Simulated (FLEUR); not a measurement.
**Collinear magnetic orders of NdSb with FLEUR**

Does NdSb prefer parallel or opposed moments?

Main program and level: FLEUR MaX-R8.1; PBEsol with U = 6.7 eV, J = 0.7 eV on Nd f; all-electron FLAPW, Dirac cores, scalar-relativistic bands.

Most raw output is cut from this account.

## (1) Starting point

It takes space group Fm-3m (No. 225, cubic). The conventional cell has a = 6.338 Å, b = 6.338 Å, c = 6.338 Å, α = 90.00°, β = 90.00°, γ = 90.00°. Nearest to Nd lie 6 Sb at 3.17 Å. Nearest to Sb lie 6 Nd at 3.17 Å. Farther neighbours are not listed.

Structure file:

```cif
data_structure
_symmetry_space_group_name_H-M 'Fm-3m'
_symmetry_Int_Tables_number 225
_cell_length_a 6.3380
_cell_length_b 6.3380
_cell_length_c 6.3380
_cell_angle_alpha 90.000
_cell_angle_beta 90.000
_cell_angle_gamma 90.000
_cell_volume 254.60
loop_
_atom_site_label
_atom_site_type_symbol
_atom_site_symmetry_multiplicity
_atom_site_Wyckoff_symbol
_atom_site_fract_x
_atom_site_fract_y
_atom_site_fract_z
_atom_site_occupancy
Nd1 Nd 4 a 0.00000 0.00000 0.00000 1
Sb1 Sb 4 b 0.50000 0.00000 0.00000 1
```

## (2) Order 1, typed as ferro +

The parallel start comes first: it shows whether parallel moments hold. A Hubbard U acts on the open shell, since semilocal functionals spread its electrons too much.

The file n_mmp_mat seeds the f occupations with whole cubic orbitals by Hund's first rule, so that the U acts from the first pass. inpgen writes inp.xml from crystal.txt; cutoffs, mixing, functional, smearing and local orbitals are then set in the file. The k list default-1 (kpts.xml, not shown) is a Γ-centred 8×8×8 mesh; where the ranks do not divide the number of points, some are split in two of half the weight.

File inp.xml:

```
<?xml version="1.0" encoding="UTF-8" standalone="no"?>
<fleurInput fleurInputVersion="0.39">
   <comment>
      NdSb
   </comment>
   <calculationSetup>
      <cutoffs Kmax="3.6" Gmax="10.8" GmaxXC="10.8" numbands="0"/>
      <scfLoop itmax="130" minDistance="0.0001" maxIterBroyd="15" imix="Anderson" alpha="0.05" precondParam="0.0" spinf="2.0" sdNocoIR="T"/>
      <coreElectrons ctail="T" frcor="F" kcrel="0" coretail_lmax="0"/>
      <xcFunctional name="PBEs" relativisticCorrections="F"/>
      <magnetism jspins="2"/>
      <soc l_soc="F" theta="0.0" phi="0.0" spav="F"/>
      <expertModes spex="0" secvar="F"/>
      <geometryOptimization l_f="F" forcealpha="1.0" forcemix="BFGS" epsdisp="0.00001" epsforce="0.00001"/>
      <ldaU l_linMix="F" mixParam="0.05" spinf="1.0"/>
   </calculationSetup>
   <cell>
      <bzIntegration valenceElectrons="29.0" mode="hist" fermiSmearingEnergy="0.00110248">
         <kPointListSelection listName="default-1"/>
         <xi:include xmlns:xi="http://www.w3.org/2001/XInclude" href="kpts.xml"> </xi:include>
      </bzIntegration>
      <xi:include xmlns:xi="http://www.w3.org/2001/XInclude" href="sym.xml"> </xi:include>
      <bulkLattice scale="1.0">
         <bravaisMatrix>
            <row-1>    0.0000000000000000     5.9885420888573995     5.9885420888573995</row-1>
            <row-2>    5.9885420888573995     0.0000000000000000     5.9885420888573995</row-2>
            <row-3>    5.9885420888573995     5.9885420888573995     0.0000000000000000</row-3>
         </bravaisMatrix>
      </bulkLattice>
   </cell>
   <atomSpecies>
      <species name="Neodymium 3.000" element="Nd" atomicNumber="60">
         <mtSphere radius="2.8" gridPoints="925" logIncrement="0.014"/>
         <atomicCutoffs lmax="10" lnonsphr="8"/>
         <electronConfig flipSpins="F">
            <coreConfig>(1s1/2) (2s1/2) (2p1/2) (2p3/2) (3s1/2) (3p1/2) (3p3/2) (4s1/2) (3d3/2) (3d5/2) (4p1/2) (4p3/2) (4d3/2) (4d5/2)</coreConfig>
            <valenceConfig>(5s1/2) (5p1/2) (5p3/2) (6s1/2) (4f5/2) (4f7/2)</valenceConfig>
            <stateOccupation state="(4f5/2)" spinUp="1.2142857142857" spinDown="0.5"/>
            <stateOccupation state="(4f7/2)" spinUp="2.2857142857143" spinDown="0.0"/>
         </electronConfig>
         <energyParameters s="6" p="6" d="5" f="4"/>
         <ldaU l="3" U="6.7" J="0.7" l_amf="F"/>
         <lo type="SCLO" l="0" n="5" eDeriv="0"/>
         <lo type="SCLO" l="1" n="5" eDeriv="0"/>
      </species>
      <species name="Antimony (Sb)" element="Sb" atomicNumber="51">
         <mtSphere radius="2.8" gridPoints="925" logIncrement="0.014"/>
         <atomicCutoffs lmax="10" lnonsphr="8"/>
         <electronConfig flipSpins="F">
            <coreConfig>(1s1/2) (2s1/2) (2p1/2) (2p3/2) (3s1/2) (3p1/2) (3p3/2) (4s1/2) (3d3/2) (3d5/2) (4p1/2) (4p3/2)</coreConfig>
            <valenceConfig>(5s1/2) (4d3/2) (4d5/2) (5p1/2) (5p3/2)</valenceConfig>
            <stateOccupation state="(5p1/2)" spinUp="0.500000" spinDown="0.500000"/>
            <stateOccupation state="(5p3/2)" spinUp="1.000000" spinDown="1.000000"/>
         </electronConfig>
         <energyParameters s="5" p="5" d="5" f="4"/>
         <lo type="SCLO" l="2" n="4" eDeriv="0"/>
      </species>
   </atomSpecies>
   <atomGroups>
      <atomGroup species="Neodymium 3.000">
         <relPos label="                   1">.0000000000 .0000000000 .0000000000</relPos>
         <force calculate="T" relaxXYZ="TTT"/>
      </atomGroup>
      <atomGroup species="Antimony (Sb)">
         <relPos label="                   2">1.000/2.000 1.000/2.000 1.000/2.000</relPos>
         <force calculate="T" relaxXYZ="TTT"/>
      </atomGroup>
   </atomGroups>
   <output dos="F" band="F" slice="F">
      <bandDOS minEnergy="-.5*Htr" maxEnergy="0.5*Htr" sigma="0.015" storeEVData="T"/>
      <plotting iplot="0" polar="F">
         <plot TwoD="T" vec1="  1.0  0.0  0.0" vec2="  0.0  1.0  0.0" vec3="  0.0  0.0  1.0" zero="  0.0  0.0  0.0" file="plot"/>
      </plotting>
      <moessbauerParams electricFieldGradient="F" isomerShift="F" coreHyperfine="F" valenceHyperfine="F"/>
   </output>
</fleurInput>
```

File crystal.txt:

```
NdSb
&input film=F cartesian=F /
0.00000000000  3.16900000000  3.16900000000
3.16900000000  0.00000000000  3.16900000000
3.16900000000  3.16900000000  0.00000000000
1.8897261246
1.0 1.0 1.0

2
60 0.00000000000  0.00000000000  0.00000000000 : 3.000
51 0.50000000000  0.50000000000  0.50000000000

&kpt div1=8 div2=8 div3=8 gamma=T /
```

On the command line:

```
> OMP_NUM_THREADS=1 inpgen -f crystal.txt > inpgen.log  # inp.xml is then edited as shown
> OMP_NUM_THREADS=1 mpirun -n 4 fleur_MPI > fleur.log
```

It took 31 s on 4 MPI ranks of Arm Neoverse V1, shared host; peak memory 0.24 GiB.

Numbers from this step:

```
free energy                                                       : -438306.7602 eV
program's band gap on this mesh (in a metal only a level spacing) : 0.1423 eV
magnetization                                                     : 3.020 μB
final state                                                       : ferromagnetic
largest moment                                                    : 3.030 μB
```

After 25 cycles the largest moment stands at 3.03 μB.

## (3) Run 2 (antiferro q=(0,1/2,1/2) +-)

Reversing part of the moments tests the sign of the couplings between them.

The cell is doubled to 4 atoms to hold this order. The mesh is halved along the doubled vector, so that both cells sample the same points. The k list default-1 (kpts.xml, not shown) is a Γ-centred 8×4×8 mesh.

Edit inp.xml of step 2 so:

```diff
@@ -17,3 +17,3 @@
    <cell>
-      <bzIntegration valenceElectrons="29.0" mode="hist" fermiSmearingEnergy="0.00110248">
+      <bzIntegration valenceElectrons="58.0" mode="hist" fermiSmearingEnergy="0.00110248">
          <kPointListSelection listName="default-1"/>
@@ -25,4 +25,4 @@
             <row-1>    0.0000000000000000     5.9885420888573995     5.9885420888573995</row-1>
-            <row-2>    5.9885420888573995     0.0000000000000000     5.9885420888573995</row-2>
-            <row-3>    5.9885420888573995     5.9885420888573995     0.0000000000000000</row-3>
+            <row-2>   11.9770841777147989     0.0000000000000000    11.9770841777147989</row-2>
+            <row-3>   11.9770841777147989     5.9885420888573995     5.9885420888573995</row-3>
          </bravaisMatrix>
@@ -39,2 +39,16 @@
             <stateOccupation state="(4f7/2)" spinUp="2.2857142857143" spinDown="0.0"/>
+         </electronConfig>
+         <energyParameters s="6" p="6" d="5" f="4"/>
+         <ldaU l="3" U="6.7" J="0.7" l_amf="F"/>
+         <lo type="SCLO" l="0" n="5" eDeriv="0"/>
+         <lo type="SCLO" l="1" n="5" eDeriv="0"/>
+      </species>
+      <species name="Neodymium -3.000" element="Nd" atomicNumber="60">
+         <mtSphere radius="2.8" gridPoints="925" logIncrement="0.014"/>
+         <atomicCutoffs lmax="10" lnonsphr="8"/>
+         <electronConfig flipSpins="F">
+            <coreConfig>(1s1/2) (2s1/2) (2p1/2) (2p3/2) (3s1/2) (3p1/2) (3p3/2) (4s1/2) (3d3/2) (3d5/2) (4p1/2) (4p3/2) (4d3/2) (4d5/2)</coreConfig>
+            <valenceConfig>(5s1/2) (5p1/2) (5p3/2) (6s1/2) (4f5/2) (4f7/2)</valenceConfig>
+            <stateOccupation state="(4f5/2)" spinUp="0.5" spinDown="1.2142857142857"/>
+            <stateOccupation state="(4f7/2)" spinUp="0.0" spinDown="2.2857142857143"/>
          </electronConfig>
@@ -63,4 +77,12 @@
       </atomGroup>
+      <atomGroup species="Neodymium -3.000">
+         <relPos label="                   2">.0000000000 1.000/2.000 .0000000000</relPos>
+         <force calculate="T" relaxXYZ="TTT"/>
+      </atomGroup>
       <atomGroup species="Antimony (Sb)">
-         <relPos label="                   2">1.000/2.000 1.000/2.000 1.000/2.000</relPos>
+         <relPos label="                   3">1.000/2.000 .0000000000 1.000/2.000</relPos>
+         <force calculate="T" relaxXYZ="TTT"/>
+      </atomGroup>
+      <atomGroup species="Antimony (Sb)">
+         <relPos label="                   4">1.000/2.000 1.000/2.000 1.000/2.000</relPos>
          <force calculate="T" relaxXYZ="TTT"/>
```

File crystal.txt:

```
NdSb
&input film=F cartesian=F /
0.00000000000  3.16900000000  3.16900000000
6.33800000000  0.00000000000  6.33800000000
6.33800000000  3.16900000000  3.16900000000
1.8897261246
1.0 1.0 1.0

4
60 0.00000000000  0.00000000000  0.00000000000 : 3.000
60 0.00000000000  0.50000000000  0.00000000000 : -3.000
51 0.50000000000  0.00000000000  0.50000000000
51 0.50000000000  0.50000000000  0.50000000000

&kpt div1=8 div2=4 div3=8 gamma=T /
```

Wall time 5.5 min (4 MPI ranks); peak memory 0.54 GiB.

Spin moment in the muffin-tin sphere by atom:

| atom | spin moment in the muffin-tin sphere (μB) |
| --- | --- |
| Nd1 | 3.05 |
| Nd2 | -3.05 |
| Sb3 | 0.02 |
| Sb4 | -0.02 |

This step gave:

| Item | Value |
| --- | --- |
| free energy | -876613.5259 eV |
| program's band gap on this mesh (in a metal only a level spacing) | 1.29e-4 eV |
| magnetization | 0 μB |
| final state | antiferromagnetic |

It lies 2.79 meV a seeded atom under the first start, and its largest moment is 3.05 μB against 3.03 μB.

## (4) Order 3, typed as antiferro q=(0,0,1/2) +-

This order needs a doubled cell of 4 atoms. The mesh is halved along the doubled vector, so that both cells sample the same points. The k list default-1 (kpts.xml, not shown) is a Γ-centred 8×8×4 mesh.

Edit inp.xml of step 3 so:

```diff
@@ -25,4 +25,4 @@
             <row-1>    0.0000000000000000     5.9885420888573995     5.9885420888573995</row-1>
-            <row-2>   11.9770841777147989     0.0000000000000000    11.9770841777147989</row-2>
-            <row-3>   11.9770841777147989     5.9885420888573995     5.9885420888573995</row-3>
+            <row-2>    5.9885420888573995     0.0000000000000000     5.9885420888573995</row-2>
+            <row-3>   11.9770841777147989    11.9770841777147989     0.0000000000000000</row-3>
          </bravaisMatrix>
@@ -78,3 +78,3 @@
       <atomGroup species="Neodymium -3.000">
-         <relPos label="                   2">.0000000000 1.000/2.000 .0000000000</relPos>
+         <relPos label="                   2">.0000000000 .0000000000 1.000/2.000</relPos>
          <force calculate="T" relaxXYZ="TTT"/>
@@ -82,7 +82,4 @@
       <atomGroup species="Antimony (Sb)">
-         <relPos label="                   3">1.000/2.000 .0000000000 1.000/2.000</relPos>
-         <force calculate="T" relaxXYZ="TTT"/>
-      </atomGroup>
-      <atomGroup species="Antimony (Sb)">
-         <relPos label="                   4">1.000/2.000 1.000/2.000 1.000/2.000</relPos>
+         <relPos label="                   3">1.000/2.000 1.000/2.000 1.000/4.000</relPos>
+         <relPos label="                   4">1.000/2.000 1.000/2.000 -1.000/4.000</relPos>
          <force calculate="T" relaxXYZ="TTT"/>
```

File crystal.txt:

```
NdSb
&input film=F cartesian=F /
0.00000000000  3.16900000000  3.16900000000
3.16900000000  0.00000000000  3.16900000000
6.33800000000  6.33800000000  0.00000000000
1.8897261246
1.0 1.0 1.0

4
60 0.00000000000  0.00000000000  0.00000000000 : 3.000
60 0.00000000000  0.00000000000  0.50000000000 : -3.000
51 0.50000000000  0.50000000000  0.25000000000
51 0.50000000000  0.50000000000  0.75000000000

&kpt div1=8 div2=8 div3=4 gamma=T /
```

The job ended after 6.3 min (4 MPI ranks; peak memory 0.55 GiB; 25 min of CPU time).

Spin moment in the muffin-tin sphere by atom:

| atom | spin moment in the muffin-tin sphere (μB) |
| --- | --- |
| Nd1 | 3.06 |
| Nd2 | -3.06 |
| Sb3 | 0.00 |
| Sb4 | 0.00 |

Read from the output:

```yaml
free_energy: -876613.5290 eV
program_s_band_gap_on_this_mesh_in_a_metal_only_a_level_spacing: 0.001006 eV
magnetization: 0 μB
final_state: antiferromagnetic
```

It lies 4.33 meV a seeded atom under the first start, and its largest moment is 3.06 μB against 3.03 μB.

## (5) Ranking

Free energies are divided by the number of seeded atoms, so that cells of unlike size compare. Wavevectors q in the names are fractions of the primitive cell's reciprocal vectors.

Orders:

| start | final state | typed order kept | energy over the lowest (meV a seeded atom) | largest sphere moment (μB) | net moment (μB a primitive cell) | mesh matched | CPU time (s) |
| --- | --- | --- | --- | --- | --- | --- | --- |
| ferro + | ferromagnetic | yes | 4.327 | 3.03 | 3.02 | yes | 124.7 |
| antiferro q=(0,1/2,1/2) +- | antiferromagnetic | yes | 1.537 | 3.05 | 0 | yes | 1327 |
| antiferro q=(0,0,1/2) +- | antiferromagnetic | yes | 0 | 3.062 | 0 | yes | 1515 |

## (6) Spin–orbit coupling, moments along [001]

Spin–orbit coupling ties the spins to the lattice and lets orbital moments form.

A new self-consistent run of the start antiferro q=(0,0,1/2) +-, with the moments along z. Here n_mmp_mat seeds f states of whole m by Hund's three rules.

Edit inp.xml of step 2 so:

```diff
@@ -6,3 +6,3 @@
    <calculationSetup>
-      <cutoffs Kmax="3.6" Gmax="10.8" GmaxXC="10.8" numbands="0"/>
+      <cutoffs Kmax="3.6" Gmax="10.8" GmaxXC="10.8" numbands="138"/>
       <scfLoop itmax="130" minDistance="0.0001" maxIterBroyd="15" imix="Anderson" alpha="0.05" precondParam="0.0" spinf="2.0" sdNocoIR="T"/>
@@ -11,3 +11,3 @@
       <magnetism jspins="2"/>
-      <soc l_soc="F" theta="0.0" phi="0.0" spav="F"/>
+      <soc l_soc="T" theta="0.0" phi="0.0" spav="F"/>
       <expertModes spex="0" secvar="F"/>
@@ -17,3 +17,3 @@
    <cell>
-      <bzIntegration valenceElectrons="29.0" mode="hist" fermiSmearingEnergy="0.00110248">
+      <bzIntegration valenceElectrons="58.0" mode="hist" fermiSmearingEnergy="0.00110248">
          <kPointListSelection listName="default-1"/>
@@ -26,3 +26,3 @@
             <row-2>    5.9885420888573995     0.0000000000000000     5.9885420888573995</row-2>
-            <row-3>    5.9885420888573995     5.9885420888573995     0.0000000000000000</row-3>
+            <row-3>   11.9770841777147989    11.9770841777147989     0.0000000000000000</row-3>
          </bravaisMatrix>
@@ -39,2 +39,16 @@
             <stateOccupation state="(4f7/2)" spinUp="2.2857142857143" spinDown="0.0"/>
+         </electronConfig>
+         <energyParameters s="6" p="6" d="5" f="4"/>
+         <ldaU l="3" U="6.7" J="0.7" l_amf="F"/>
+         <lo type="SCLO" l="0" n="5" eDeriv="0"/>
+         <lo type="SCLO" l="1" n="5" eDeriv="0"/>
+      </species>
+      <species name="Neodymium -3.000" element="Nd" atomicNumber="60">
+         <mtSphere radius="2.8" gridPoints="925" logIncrement="0.014"/>
+         <atomicCutoffs lmax="10" lnonsphr="8"/>
+         <electronConfig flipSpins="F">
+            <coreConfig>(1s1/2) (2s1/2) (2p1/2) (2p3/2) (3s1/2) (3p1/2) (3p3/2) (4s1/2) (3d3/2) (3d5/2) (4p1/2) (4p3/2) (4d3/2) (4d5/2)</coreConfig>
+            <valenceConfig>(5s1/2) (5p1/2) (5p3/2) (6s1/2) (4f5/2) (4f7/2)</valenceConfig>
+            <stateOccupation state="(4f5/2)" spinUp="0.5" spinDown="1.2142857142857"/>
+            <stateOccupation state="(4f7/2)" spinUp="0.0" spinDown="2.2857142857143"/>
          </electronConfig>
@@ -63,4 +77,9 @@
       </atomGroup>
+      <atomGroup species="Neodymium -3.000">
+         <relPos label="                   2">.0000000000 .0000000000 1.000/2.000</relPos>
+         <force calculate="T" relaxXYZ="TTT"/>
+      </atomGroup>
       <atomGroup species="Antimony (Sb)">
-         <relPos label="                   2">1.000/2.000 1.000/2.000 1.000/2.000</relPos>
+         <relPos label="                   3">1.000/2.000 1.000/2.000 1.000/4.000</relPos>
+         <relPos label="                   4">1.000/2.000 1.000/2.000 -1.000/4.000</relPos>
          <force calculate="T" relaxXYZ="TTT"/>
```

File crystal.txt:

```
NdSb
&input film=F cartesian=F /
0.00000000000  3.16900000000  3.16900000000
3.16900000000  0.00000000000  3.16900000000
6.33800000000  6.33800000000  0.00000000000
1.8897261246
1.0 1.0 1.0

4
60 0.00000000000  0.00000000000  0.00000000000 : 3.000
60 0.00000000000  0.00000000000  0.50000000000 : -3.000
51 0.50000000000  0.50000000000  0.25000000000
51 0.50000000000  0.50000000000  0.75000000000

&soc 0.0000000 0.0000000 /
&kpt div1=8 div2=8 div3=4 gamma=T /
```

Elapsed: 24 min, on 4 MPI ranks; peak memory 1.5 GiB.

The run was cut off at its time limit.

After 24 cycles the density distance stands at 0.069 me/bohr³, above the threshold of 0.0001.

## (7) What came out

```json
{
 "lowest state found": "antiferromagnetic (typed antiferro q=(0,0,1/2) +-)",
 "largest site spin moment": "3.06 μB",
 "next finished state": "antiferromagnetic, 1.54 meV a seeded atom higher"
}
```

In words: The lowest state found is antiferromagnetic, reached from the start antiferro q=(0,0,1/2) +-, with moments up to 3.06 μB. The two lowest states lie so close that the mesh, the functional or spin–orbit coupling could swap them. The self-consistent run with spin–orbit coupling gave no result. This is the lowest of 3 finished starts, no proof of the ground state. Open f shells have many stationary orbital fillings, so the state need not be the lowest, and spin-only moments miss the orbital part.

[Logs and program files are shortened in this print: banners, set-up blocks, solver, clock and traceback lines can be left out without a mark of their own.]

[Logs are printed without paths, hosts, clocks, repeated set-up lines and the standing remarks that a program may print on its own settings, such as how far it seeks lower states.]

[Hosts, paths, dates, database ids (printed as entryN), source tags and the programs' standing remarks are cut or masked in the printed files.]

[Where a cell is said to come from a database of computed structures, the database is the Materials Project.]
